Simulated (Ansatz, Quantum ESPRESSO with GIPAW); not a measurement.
# 17O assignment in KYP2O7

The values are calculated: DFT, PBEsol, plane-wave PAW (pslibrary 1.0.0 recipes), scalar-relativistic, GIPAW shieldings (Quantum ESPRESSO with GIPAW, a patched development version); field gradients by Ansatz. Shieldings are without the macroscopic shape term, which is common to all sites.

```cif
data_structure
_symmetry_space_group_name_H-M 'P 1'
_symmetry_Int_Tables_number 1
_cell_length_a 5.4134
_cell_length_b 5.4134
_cell_length_c 12.1371
_cell_angle_alpha 90.000
_cell_angle_beta 90.000
_cell_angle_gamma 116.132
_cell_volume 319.32
loop_
_atom_site_label
_atom_site_type_symbol
_atom_site_fract_x
_atom_site_fract_y
_atom_site_fract_z
_atom_site_occupancy
Y1 Y 0.00000 0.00000 0.50000 1
Y2 Y 0.00000 0.00000 0.00000 1
K3 K 0.30419 0.69581 0.75000 1
K4 K 0.69581 0.30419 0.25000 1
P5 P 0.64264 0.35736 0.87132 1
P6 P 0.35736 0.64264 0.12868 1
P7 P 0.64264 0.35736 0.62868 1
P8 P 0.35736 0.64264 0.37132 1
O9 O 0.32848 0.22817 0.87543 1
O10 O 0.27801 0.72199 0.25000 1
O11 O 0.22817 0.32848 0.12457 1
O12 O 0.22817 0.32848 0.37543 1
O13 O 0.72199 0.27801 0.75000 1
O14 O 0.77183 0.67152 0.62457 1
O15 O 0.76989 0.23011 0.95079 1
O16 O 0.23011 0.76989 0.04921 1
O17 O 0.77183 0.67152 0.87543 1
O18 O 0.23011 0.76989 0.45079 1
O19 O 0.67152 0.77183 0.12457 1
O20 O 0.67152 0.77183 0.37543 1
O21 O 0.76989 0.23011 0.54921 1
O22 O 0.32848 0.22817 0.62457 1
```

The cell is a computed entry of the Materials Project; it need not be the form that is stable at ambient conditions. The coordinates shown are those after relaxation (atoms relaxed).

The O sites:

| site | atom no. | atoms in cell | site symmetry | surroundings | bonds (Å) |
| --- | --- | --- | --- | --- | --- |
| O(1) | 9 | 8 | 1 | non-bridging on P; 4 neighbours | 1.53 to 3.21 |
| O(2) | 10 | 2 | m2m | bridging P-O-P, 127°; 4 neighbours | 1.64 to 2.96 |
| O(3) | 15 | 4 | m | non-bridging on P | 1.52 to 2.20 |

The lines to be assigned:

| line | σ_iso (ppm) | relative area | span (ppm) | skew | \|C_Q\| (MHz) | η_Q |
| --- | --- | --- | --- | --- | --- | --- |
| A | 108.0 | 1 | 92.6 | 0.72 | 7.59 | 0.47 |
| B | 103.3 | 4 | 135.1 | 0.85 | 5.26 | 0.03 |
| C | 99.9 | 2 | 176.3 | 0.85 | 5.43 | 0.17 |

Simulated spectrum: 17O static powder, 18.8 T (108.6 MHz), central transition to second order, lines broadened by 5.1 ppm; the axis counts ppm from the isotropic position of the most shielded site, as −Δσ; rigid lattice, with dipolar and J couplings and satellite transitions left out.

```csv
offset (ppm),intensity
127,0.00
117,0.00
107,0.00
97,0.07
88,0.26
78,0.40
69,0.76
59,0.95
57,1.00
49,0.72
40,0.58
30,0.52
21,0.48
11,0.46
1,0.46
-8,0.46
-18,0.49
-28,0.55
-30,0.56
-37,0.53
-47,0.49
-57,0.49
-66,0.48
-76,0.48
-86,0.46
-96,0.42
-105,0.40
-115,0.37
-125,0.23
-134,0.09
-144,0.05
-154,0.05
-163,0.01
-173,0.00
-182,0.00
-192,0.00
```

Most prominent maxima (ppm: height): 57: 1.00, -30: 0.56.

**Question.** Which site gives which line?

A: A is O(2) (bridging P-O-P, 127°; 4 neighbours); B is O(1) (non-bridging on P; 4 neighbours); C is O(3) (non-bridging on P). The areas settle A, B and C, whose multiplicities are unique. The kinds of oxygen differ: bridging P-O-P (O(2)) has σ near 108 ppm and |C_Q| near 7.6 MHz; non-bridging on P (O(1) and O(3)) has σ near 102 ppm and |C_Q| near 5.3 MHz.

[Banner, clock, file and message-heading lines were taken out of the pw.x and gipaw.x logs.]

[Logs are printed without paths, hosts, clocks, repeated set-up lines and the standing remarks that a program may print on its own settings, such as how far it seeks lower states.]

[Hosts, paths, dates, database ids (printed as entryN), source tags and the programs' standing remarks are cut or masked in the printed files.]
